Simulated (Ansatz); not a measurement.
**Si3N4 (P6_3/m): the host for defect calculations**

Aim: the runs on the perfect crystal Si3N4 (P6_3/m) that a defect calculation needs first.

Method: plane-wave PAW DFT, PBEsol; relaxation of the defect-free supercell from random displacements, a test of the host's stability; PAW set soft_1, in Ansatz 0.2.0.

## Step 1: The starting structure

The cell holds 84 atoms: 36 Si and 48 N. Its edges and angles: a = 7.624 Å, b = 13.206 Å, c = 8.731 Å, α = 90.0°, β = 90.0°, γ = 90.0°.

Coordinates:

```xyz
84
Lattice="7.6245 0.0000 0.0000 0.0000 13.2059 0.0000 0.0000 0.0000 8.7308" Properties=species:S:1:pos:R:3 pbc="T T T"
Si    2.4354   12.0574    2.1827
Si    6.2476    5.4544    2.1827
Si    2.2124    1.5348    0.7276
Si    6.0246    8.1378    0.7276
Si    0.2230   10.5226    0.7276
Si    4.0352    3.9196    0.7276
Si    3.5892    9.2864    2.1827
Si    7.4014    2.6834    2.1827
Si    1.5999    5.0681    2.1827
Si    5.4121   11.6711    2.1827
Si    1.3768    7.7515    0.7276
Si    5.1891    1.1485    0.7276
N     0.0000    4.4020    2.1827
N     3.8122   11.0050    2.1827
N     0.0000    8.8040    0.7276
N     3.8122    2.2010    0.7276
N     1.0323   11.0269    2.1827
N     4.8445    4.4239    2.1827
N     2.4032   13.0104    0.7276
N     6.2155    6.4074    0.7276
N     2.4413    4.6195    0.7276
N     6.2535   11.2225    0.7276
N     1.3710    1.9835    2.1827
N     5.1832    8.5865    2.1827
N     2.7800    8.7820    0.7276
N     6.5922    2.1790    0.7276
N     1.4090    6.7985    2.1827
N     5.2212    0.1956    2.1827
Si    2.4354   12.0574    5.0929
Si    6.2476    5.4544    5.0929
Si    2.2124    1.5348    3.6378
Si    6.0246    8.1378    3.6378
Si    0.2230   10.5226    3.6378
Si    4.0352    3.9196    3.6378
Si    3.5892    9.2864    5.0929
Si    7.4014    2.6834    5.0929
Si    1.5999    5.0681    5.0929
Si    5.4121   11.6711    5.0929
Si    1.3768    7.7515    3.6378
Si    5.1891    1.1485    3.6378
N     0.0000    4.4020    5.0929
N     3.8122   11.0050    5.0929
N     0.0000    8.8040    3.6378
N     3.8122    2.2010    3.6378
N     1.0323   11.0269    5.0929
N     4.8445    4.4239    5.0929
N     2.4032   13.0104    3.6378
N     6.2155    6.4074    3.6378
N     2.4413    4.6195    3.6378
N     6.2535   11.2225    3.6378
N     1.3710    1.9835    5.0929
N     5.1832    8.5865    5.0929
N     2.7800    8.7820    3.6378
N     6.5922    2.1790    3.6378
N     1.4090    6.7985    5.0929
N     5.2212    0.1956    5.0929
Si    2.4354   12.0574    8.0032
Si    6.2476    5.4544    8.0032
Si    2.2124    1.5348    6.5481
Si    6.0246    8.1378    6.5481
Si    0.2230   10.5226    6.5481
Si    4.0352    3.9196    6.5481
Si    3.5892    9.2864    8.0032
Si    7.4014    2.6834    8.0032
Si    1.5999    5.0681    8.0032
Si    5.4121   11.6711    8.0032
Si    1.3768    7.7515    6.5481
Si    5.1891    1.1485    6.5481
N     0.0000    4.4020    8.0032
N     3.8122   11.0050    8.0032
N     0.0000    8.8040    6.5481
N     3.8122    2.2010    6.5481
N     1.0323   11.0269    8.0032
N     4.8445    4.4239    8.0032
N     2.4032   13.0104    6.5481
N     6.2155    6.4074    6.5481
N     2.4413    4.6195    6.5481
N     6.2535   11.2225    6.5481
N     1.3710    1.9835    8.0032
N     5.1832    8.5865    8.0032
N     2.7800    8.7820    6.5481
N     6.5922    2.1790    6.5481
N     1.4090    6.7985    8.0032
N     5.2212    0.1956    8.0032
```

## Step 2: Defect free supercell relaxed from displaced atoms

The input displaces the atoms at random before the relaxation, so that it can leave a symmetric saddle if there is one.

pristine.rattled/input.yaml

```yaml
crystal:
  lattice:
    - [7.6244572498, 0.0, 0.0]
    - [0.0, 13.2059473368, 0.0]
    - [0.0, 0.0, 8.7307673247]
  atoms:
    - { symbol: Si, position: [0.319417526, 0.9130279547, 0.25] }
    - { symbol: Si, position: [0.819417526, 0.4130279547, 0.25] }
    - { symbol: Si, position: [0.2901668309, 0.1162227403, 0.0833333333] }
    - { symbol: Si, position: [0.7901668309, 0.6162227403, 0.0833333333] }
    - { symbol: Si, position: [0.029250695, 0.7968052144, 0.0833333333] }
    - { symbol: Si, position: [0.529250695, 0.2968052144, 0.0833333333] }
    - { symbol: Si, position: [0.470749305, 0.7031947856, 0.25] }
    - { symbol: Si, position: [0.970749305, 0.2031947856, 0.25] }
    - { symbol: Si, position: [0.2098331691, 0.3837772597, 0.25] }
    - { symbol: Si, position: [0.7098331691, 0.8837772597, 0.25] }
    - { symbol: Si, position: [0.180582474, 0.5869720453, 0.0833333333] }
    - { symbol: Si, position: [0.680582474, 0.0869720453, 0.0833333333] }
    - { symbol: "N", position: [0.0, 0.3333333333, 0.25] }
    - { symbol: "N", position: [0.5, 0.8333333333, 0.25] }
    - { symbol: "N", position: [0.0, 0.6666666667, 0.0833333333] }
    - { symbol: "N", position: [0.5, 0.1666666667, 0.0833333333] }
    - { symbol: "N", position: [0.1353885289, 0.8349955858, 0.25] }
    - { symbol: "N", position: [0.6353885289, 0.3349955858, 0.25] }
    - { symbol: "N", position: [0.3152008858, 0.9851920573, 0.0833333333] }
    - { symbol: "N", position: [0.8152008858, 0.4851920573, 0.0833333333] }
    - { symbol: "N", position: [0.3201876431, 0.3498035284, 0.0833333333] }
    - { symbol: "N", position: [0.8201876431, 0.8498035284, 0.0833333333] }
    - { symbol: "N", position: [0.1798123569, 0.1501964716, 0.25] }
    - { symbol: "N", position: [0.6798123569, 0.6501964716, 0.25] }
    - { symbol: "N", position: [0.3646114711, 0.6650044142, 0.0833333333] }
    - { symbol: "N", position: [0.8646114711, 0.1650044142, 0.0833333333] }
    - { symbol: "N", position: [0.1847991142, 0.5148079427, 0.25] }
    - { symbol: "N", position: [0.6847991142, 0.0148079427, 0.25] }
    - { symbol: Si, position: [0.319417526, 0.9130279547, 0.5833333333] }
    - { symbol: Si, position: [0.819417526, 0.4130279547, 0.5833333333] }
    - { symbol: Si, position: [0.2901668309, 0.1162227403, 0.4166666667] }
    - { symbol: Si, position: [0.7901668309, 0.6162227403, 0.4166666667] }
    - { symbol: Si, position: [0.029250695, 0.7968052144, 0.4166666667] }
    - { symbol: Si, position: [0.529250695, 0.2968052144, 0.4166666667] }
    - { symbol: Si, position: [0.470749305, 0.7031947856, 0.5833333333] }
    - { symbol: Si, position: [0.970749305, 0.2031947856, 0.5833333333] }
    - { symbol: Si, position: [0.2098331691, 0.3837772597, 0.5833333333] }
    - { symbol: Si, position: [0.7098331691, 0.8837772597, 0.5833333333] }
    - { symbol: Si, position: [0.180582474, 0.5869720453, 0.4166666667] }
    - { symbol: Si, position: [0.680582474, 0.0869720453, 0.4166666667] }
    - { symbol: "N", position: [0.0, 0.3333333333, 0.5833333333] }
    - { symbol: "N", position: [0.5, 0.8333333333, 0.5833333333] }
    - { symbol: "N", position: [0.0, 0.6666666667, 0.4166666667] }
    - { symbol: "N", position: [0.5, 0.1666666667, 0.4166666667] }
    - { symbol: "N", position: [0.1353885289, 0.8349955858, 0.5833333333] }
    - { symbol: "N", position: [0.6353885289, 0.3349955858, 0.5833333333] }
    - { symbol: "N", position: [0.3152008858, 0.9851920573, 0.4166666667] }
    - { symbol: "N", position: [0.8152008858, 0.4851920573, 0.4166666667] }
    - { symbol: "N", position: [0.3201876431, 0.3498035284, 0.4166666667] }
    - { symbol: "N", position: [0.8201876431, 0.8498035284, 0.4166666667] }
    - { symbol: "N", position: [0.1798123569, 0.1501964716, 0.5833333333] }
    - { symbol: "N", position: [0.6798123569, 0.6501964716, 0.5833333333] }
    - { symbol: "N", position: [0.3646114711, 0.6650044142, 0.4166666667] }
    - { symbol: "N", position: [0.8646114711, 0.1650044142, 0.4166666667] }
    - { symbol: "N", position: [0.1847991142, 0.5148079427, 0.5833333333] }
    - { symbol: "N", position: [0.6847991142, 0.0148079427, 0.5833333333] }
    - { symbol: Si, position: [0.319417526, 0.9130279547, 0.9166666667] }
    - { symbol: Si, position: [0.819417526, 0.4130279547, 0.9166666667] }
    - { symbol: Si, position: [0.2901668309, 0.1162227403, 0.75] }
    - { symbol: Si, position: [0.7901668309, 0.6162227403, 0.75] }
    - { symbol: Si, position: [0.029250695, 0.7968052144, 0.75] }
    - { symbol: Si, position: [0.529250695, 0.2968052144, 0.75] }
    - { symbol: Si, position: [0.470749305, 0.7031947856, 0.9166666667] }
    - { symbol: Si, position: [0.970749305, 0.2031947856, 0.9166666667] }
    - { symbol: Si, position: [0.2098331691, 0.3837772597, 0.9166666667] }
    - { symbol: Si, position: [0.7098331691, 0.8837772597, 0.9166666667] }
    - { symbol: Si, position: [0.180582474, 0.5869720453, 0.75] }
    - { symbol: Si, position: [0.680582474, 0.0869720453, 0.75] }
    - { symbol: "N", position: [0.0, 0.3333333333, 0.9166666667] }
    - { symbol: "N", position: [0.5, 0.8333333333, 0.9166666667] }
    - { symbol: "N", position: [0.0, 0.6666666667, 0.75] }
    - { symbol: "N", position: [0.5, 0.1666666667, 0.75] }
    - { symbol: "N", position: [0.1353885289, 0.8349955858, 0.9166666667] }
    - { symbol: "N", position: [0.6353885289, 0.3349955858, 0.9166666667] }
    - { symbol: "N", position: [0.3152008858, 0.9851920573, 0.75] }
    - { symbol: "N", position: [0.8152008858, 0.4851920573, 0.75] }
    - { symbol: "N", position: [0.3201876431, 0.3498035284, 0.75] }
    - { symbol: "N", position: [0.8201876431, 0.8498035284, 0.75] }
    - { symbol: "N", position: [0.1798123569, 0.1501964716, 0.9166666667] }
    - { symbol: "N", position: [0.6798123569, 0.6501964716, 0.9166666667] }
    - { symbol: "N", position: [0.3646114711, 0.6650044142, 0.75] }
    - { symbol: "N", position: [0.8646114711, 0.1650044142, 0.75] }
    - { symbol: "N", position: [0.1847991142, 0.5148079427, 0.9166666667] }
    - { symbol: "N", position: [0.6847991142, 0.0148079427, 0.9166666667] }
basis:
  ecutwfc: 420
  xc_grid: 2
hamiltonian:
  xc: pbesol
  pseudopotentials: { kind: paw, azcp: { folder: soft_1 }, xc_functional: pbe }
kpoints:
  mp_grid: { grid: [1, 1, 1], shift: [0.25, 0.25, 0.25] }
scf:
  occupations: { method: fermi_dirac, width: 0.01 }
  max_iter: 80
output:
  forces: true
relax:
  f_tol: 0.01
  max_steps: 120
  random_displacement: { amplitude: 0.08, seed: 1225 }
checkpoint:
  write: "../pristine.rattled.run"
  compress: false
  write_wavefunctions: false
  write_every: 100000
```

Run with:

```
> ansatz run input.yaml --threads 4 --pin off --max-ram 7536MiB --backend cpu --events-out ev --progress --plain --runs-dir out
```

Numbers of over 12 decimals in the logs are rounded to 6 here.

Output:

```text
[... repeated set-up lines and file paths are left out, and long positions are rounded to six places ...]
Engine: ansatz 0.2.0, aarch64-unknown-linux-gnu
Pseudopotentials: kind: paw
Pseudopotential: Si, paw, valence charge 4, recommended cutoff 420 eV (normal), soft_1/Si.paw.azcp
Pseudopotential: N, paw, valence charge 5, recommended cutoff 420 eV (normal), soft_1/N.paw.azcp
Functional definition: PBEsol
  exchange = pbesol_x
  correlation = pbesol_c
Crystal: 84 atoms, lattice volume = 879.085 Å³
Basis set: ecut = 420 eV, 17253 PW (Γ), exchange–correlation on 108×180×120 points (8 copies of the dense FFT grid, shifted against one another)
Bands: 276, of which v1, the nominal top of the filled ones, is band 192 counted from 1 (191 counted from 0)
Symmetry: 1 space group operations
k-points: 1
Non-local potential: Si, projectors of the file, l = 0: 2, l = 1: 2, l = 2: 1
Non-local potential: N, projectors of the file, l = 0: 2, l = 1: 2, l = 2: 1
PAW form: soft (Blöchl's): semilocal exchange-correlation on the pseudo side does not see the compensation charge
PAW frozen core: Si, regenerated for the run's functional, and the local potential with it (the file was generated under x = pbe(κ = 0.804, μ = 0.219515), c = pbe(β = 0.066725))
PAW frozen core: N, regenerated for the run's functional, and the local potential with it (the file was generated under x = pbe(κ = 0.804, μ = 0.219515), c = pbe(β = 0.066725))
PAW one-centre angular grid: Si, 110 points (default); XC on 64 Gauss nodes
PAW one-centre angular grid: N, 110 points (default); XC on 64 Gauss nodes
Initial density: superposition of atomic densities (chi_scale 0.1, normalization cell, long waves kept (reshape's long-wave potential 0.05 eV rms))
Initial wavefunctions: pseudopotential atomic-orbital guess
Functional: x = pbesol(κ = 0.804, μ = 0.123457), c = pbesol(β = 0.046)
SCF iter   1: F=—  HF=-40700.615909 eV  |F-HF|=—  |Δ(HF+E_count)|=         —  Δρ=1.50e-1  dr2=2.07e2  ethr=3.10e-3  ⟨swp⟩=6.0  Hψ=1254  notcnv=0  defer=36
preconditioner: auto → Resta (q_TF=auto, 2.377 Å⁻¹)  ε∞=3.6  [insulator: Δε(μ)=6.237 eV  Ē_g=15.280 eV  σ=0.010 eV  W_gap=1.00  n_scr=198 (ndim 8)  ℏωp=24.5 eV  f_vac=0.010  D(μ)=0.00/eV (n_scr^D=0)  ε∞_Penn≈3.6]
SCF iter   2: F=—  HF=-40637.751976 eV  |F-HF|=—  |Δ(HF+E_count)|=    6.29e1  Δρ=4.90e-2  dr2=1.20e1  ethr=3.10e-3  ⟨swp⟩=4.0  Hψ=792  notcnv=0  defer=75
SCF iter   3: F=—  HF=-40635.452988 eV  |F-HF|=—  |Δ(HF+E_count)|=    2.30e0  Δρ=2.43e-2  dr2=2.81e0  ethr=3.10e-3  ⟨swp⟩=1.0  Hψ=201  notcnv=0  defer=75
SCF iter   4: F=—  HF=-40635.019679 eV  |F-HF|=—  |Δ(HF+E_count)|=   4.33e-1  Δρ=2.11e-3  dr2=4.46e-2  ethr=7.33e-4  ⟨swp⟩=4.0  Hψ=407  notcnv=0  defer=75
SCF iter   5: F=—  HF=-40635.044292 eV  |F-HF|=—  |Δ(HF+E_count)|=   2.46e-2  Δρ=5.33e-4  dr2=4.07e-3  ethr=1.16e-5  ⟨swp⟩=4.0  Hψ=342  notcnv=0  defer=75
SCF iter   6: F=—  HF=-40635.047950 eV  |F-HF|=—  |Δ(HF+E_count)|=   3.66e-3  Δρ=1.85e-4  dr2=4.83e-4  ethr=1.06e-6  ⟨swp⟩=3.0  Hψ=357  notcnv=0  defer=75
SCF iter   7: F=—  HF=-40635.048044 eV  |F-HF|=—  |Δ(HF+E_count)|=   9.47e-5  Δρ=6.68e-5  dr2=4.86e-5  ethr=1.26e-7  ⟨swp⟩=2.0  Hψ=477  notcnv=0  defer=75
SCF iter   8: F=—  HF=-40635.048113 eV  |F-HF|=—  |Δ(HF+E_count)|=   6.83e-5  Δρ=1.72e-5  dr2=3.16e-6  ethr=1.27e-8  ⟨swp⟩=2.0  Hψ=393  notcnv=0  defer=75
SCF iter   9: F=-40635.048118 eV  HF=-40635.048118 eV  |F-HF|=3.17e-8  |Δ(HF+E_count)|=   5.46e-6  Δρ=4.98e-6  dr2=1.97e-7  ethr=6.51e-10  ⟨swp⟩=4.0  Hψ=812  notcnv=0
SCF 1 converged in 9 iterations: F = -40635.048118 eV  dr2 = 1.97e-7
[...]
relax step   1: F+E_penalty+E_count = -40635.04811808 eV  Δ(F+E_penalty+E_count) = +0.000e0 eV  max|allowed force component| = 5.033e0 eV/Å  Δτ_max = 0.0000 Å  (9 SCF iters, dr2 threshold 2.50e-6 eV, accepted)
[...]
Free energy (F): -40642.953142 eV
Harris-Foulkes:  -40642.953142 eV  (|F-HF|=1.91e-8)
Internal energy: -40642.953142 eV  (E = F + TS)
E sigma→0 (E₀):  -40642.953142 eV
Fermi energy:    10.278990 eV
--- Per-component energies (eV) ---
  E_band       = 320.071466
  E_kinetic    = 7966.999340
  E_local      = -12164.476087  (includes V_loc(G=0)·N_el)
  E_nonlocal   = 2447.134309
  E_hartree    = 4278.453461
  E_xc         = -4916.027015
  E_vxc        = -5421.202970  (∫ρ·V_xc dr)
  E_paw        = -23863.322621  (= ΣΔE_a)
  E_vpaw       = -1065.334803  (= ΣTr[D̂ρ^β])
  E_aug_tail   = 0.043016  (compensation charges beyond the density's cutoff)
  E_ewald      = -14394.242473
  E_core_change = 2.484928  (= ΣΔE_core)
  E_smearing   = -0.000000  (= −TS)
  E_closure    = -0.000000  (closes the sum)
  Σ components = -40642.953142   (vs F -40642.953142, Δ=0.00e0)
--- Forces (eV/Å), atoms counted from 1 ---
  atom   1  Si     0.00266895    -0.00074346    -0.00139408
  atom   2  Si     0.00325833     0.00041796    -0.00199925
  atom   3  Si    -0.00205890    -0.00087579     0.00210173
  atom   4  Si    -0.00311757    -0.00268999     0.00265697
  atom   5  Si     0.00093327    -0.00167856     0.00220292
  atom   6  Si     0.00097907    -0.00172562    -0.00040079
  atom   7  Si    -0.00174404     0.00191495    -0.00253400
  atom   8  Si    -0.00212989     0.00222150    -0.00063459
  atom   9  Si     0.00256135     0.00256510    -0.00078382
  atom  10  Si     0.00158624     0.00099721    -0.00169416
  atom  11  Si    -0.00310894    -0.00025724    -0.00009032
  atom  12  Si    -0.00022694    -0.00105214     0.00020121
  atom  13  N     -0.00674362    -0.00148508     0.00160892
  atom  14  N     -0.00680012    -0.00042187     0.00166583
[...]
atom  80  N      0.00163448    -0.00026583    -0.00187792
  atom  81  N     -0.00115228    -0.00200076     0.00246927
  atom  82  N      0.00102095    -0.00011241     0.00148444
  atom  83  N     -0.00074204     0.00114728    -0.00235200
  atom  84  N      0.00137558     0.00016326     0.00206327
  max |Σ_I F_I| component: 4.23e-5 eV/Å
--- Relaxed structure (5 steps of the walk, 5 accepted, 0 SCFs on fresh bases) ---
  F+E_penalty+E_count = -40642.95314178 eV   max|allowed force component| = 6.801e-3 eV/Å
  atoms:
    - { symbol: Si, position: [0.319382, 0.912818, 0.250034] }
    - { symbol: Si, position: [0.819312, 0.412818, 0.250028] }
    - { symbol: Si, position: [0.290069, 0.116006, 0.083387] }
    - { symbol: Si, position: [0.790147, 0.616028, 0.083380] }
    - { symbol: Si, position: [0.029300, 0.796549, 0.083364] }
    - { symbol: Si, position: [0.529212, 0.296543, 0.083386] }
    - { symbol: Si, position: [0.470756, 0.703003, 0.250009] }
    - { symbol: Si, position: [0.970678, 0.202993, 0.249994] }
    - { symbol: Si, position: [0.209817, 0.383522, 0.249980] }
    - { symbol: Si, position: [0.709896, 0.883533, 0.249991] }
    - { symbol: Si, position: [0.180651, 0.586723, 0.083359] }
    - { symbol: Si, position: [0.680555, 0.086720, 0.083350] }
    - { symbol: N, position: [-6.652709145201814e-5, 0.333151, 0.249962] }
    - { symbol: N, position: [0.500011, 0.833155, 0.249982] }
    - { symbol: N, position: [3.8200948376390034e-5, 0.666396, 0.083371] }
    - { symbol: N, position: [0.499959, 0.166390, 0.083409] }
    - { symbol: N, position: [0.135455, 0.834713, 0.250043] }
    - { symbol: N, position: [0.635373, 0.334723, 0.250052] }
    - { symbol: N, position: [0.315056, 0.984986, 0.083369] }
    - { symbol: N, position: [0.815001, 0.484997, 0.083376] }
    - { symbol: N, position: [0.320143, 0.349505, 0.083346] }
    - { symbol: N, position: [0.820247, 0.849539, 0.083350] }
    - { symbol: N, position: [0.179733, 0.150007, 0.250033] }
    - { symbol: N, position: [0.679835, 0.650054, 0.250024] }
    - { symbol: N, position: [0.364600, 0.664805, 0.083339] }
    - { symbol: N, position: [0.864503, 0.164810, 0.083328] }
[...]
- { symbol: Si, position: [0.319378, 0.912808, 0.583374] }
    - { symbol: Si, position: [0.819288, 0.412824, 0.583361] }
[...]
- { symbol: Si, position: [0.970659, 0.203002, 0.916672] }
    - { symbol: Si, position: [0.209823, 0.383526, 0.916655] }
    - { symbol: Si, position: [0.709890, 0.883533, 0.916664] }
    - { symbol: Si, position: [0.180651, 0.586713, 0.750015] }
    - { symbol: Si, position: [0.680572, 0.086716, 0.750013] }
[...]
- { symbol: N, position: [0.679814, 0.650047, 0.916697] }
    - { symbol: N, position: [0.364593, 0.664804, 0.749997] }
    - { symbol: N, position: [0.864495, 0.164814, 0.749999] }
    - { symbol: N, position: [0.184949, 0.514549, 0.916683] }
    - { symbol: N, position: [0.684863, 0.014551, 0.916661] }
[key lines of the parts left out:]
SCF converged after 3 iterations
```

The job ended after 1.8 min (4 threads of Arm Neoverse N1, shared host; peak memory 1.5 GiB; 5.8 min of CPU time).

The steps of the relaxation:

```
step  energy less that of the first step (eV)  largest force component (eV/Å)
   1                                   0.0000                          5.0328
   2                                  -4.9902                          2.8655
   3                                  -7.9014                          0.0694
   4                                  -7.9050                          0.0068
   5                                  -7.9050                          0.0068
```

The relaxation ends 94 meV an atom lower than the displaced start, with a largest force component of 0.0068 eV/Å.

## Step 3: What came out

```json
{
  "symmetric supercell less the displaced and relaxed one": "0.000 eV"
}
```

What this shows: The energy fell by 7.905 eV from the randomly displaced start; the atoms end within 0.005 Å of the sites as typed, once the mean shift is taken out. The displaced cell ends within 0.01 eV of the symmetric one, so no lower structure shows in this supercell. All at zero temperature.

[Logs are printed without paths, hosts, clocks, repeated set-up lines and the standing remarks that a program may print on its own settings, such as how far it seeks lower states.]

[Hosts, paths, dates, database ids (printed as entryN), source tags and the programs' standing remarks are cut or masked in the printed files.]

[Runs of the host that timed out are not shown.]

[For some hosts the program warned that the k-mesh of the response run may be too coarse for force constants and the static dielectric constant; such warnings are not always shown.]
